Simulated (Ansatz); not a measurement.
Planning a GW calculation on Si2MoN4 (MoSi2N4-type monolayer).

The cell holds 7 atoms: 1 Mo, 4 N and 2 Si. Its edges and angles: a = 2.890 Å, b = 2.890 Å, c = 37.100 Å, α = 90.0°, β = 90.0°, γ = 120.0°. Vacuum lies along c.

```xyz
7
Lattice="2.8899 0.0000 0.0000 -1.4449 2.5027 0.0000 0.0000 0.0000 37.1000" Properties=species:S:1:pos:R:3
Mo    0.0000    0.0000   18.5500
N     0.0000    1.6685   19.7854
N     0.0000    1.6685   17.3146
Si    0.0000    1.6685   21.5255
Si    0.0000    1.6685   15.5745
N     1.4449    0.8342   22.0341
N     1.4449    0.8342   15.0659
```

The structure was relaxed with PBEsol. The runs that relaxed it are not among those shown. PAW set soft_2, made with PBE.

Runs so far (Ansatz 0.2.0, start PBEsol, default PAW files, 9×9×1 mesh). Times are wall times on 1 × NVIDIA H100 80GB HBM3 (shared by 6 runs) with 3 threads of AMD EPYC 7R13 (Zen 3), shared host, good to a factor of about two.

```
bands summed  cutoff (eV)  gap on the mesh (eV)     time
         136           33                 2.698     20 s
         347           66                 2.634     46 s
         723          110                 2.654  2.6 min
```

What should the next rung give, with 1312 bands and screening to 165 eV, and where is the limit?

The error falls about as one over the bands when the cutoff rises with them. A line through the two highest rungs given predicts 2.662 eV; the run gave 2.673 eV, a miss of 0.011 eV, so the law fails here: the steps don't follow it yet. The two highest rungs put the limit near 2.696 eV, the pair below near 2.673 eV; neither can be trusted until a further rung is run.

Gaps are over the mesh's points; an edge off the mesh would be missed. Limits: not at the basis limit; coarse mesh for a sheet; no spin-orbit coupling.

[Paths, hosts, dates, memory and timing lines, banners, echoed tables and standing remarks are left out of the program output.]

[Logs are printed without paths, hosts, clocks, repeated set-up lines and the standing remarks that a program may print on its own settings, such as how far it seeks lower states.]

[Runs of the session that timed out or met a known fault of the program may be left out.]

[Cells called generated may have been cut or substituted from an entry of the Crystallography Open Database or the Materials Project.]

[Hosts, paths, dates, database ids (printed as entryN), source tags and the programs' standing remarks are cut or masked in the printed files.]
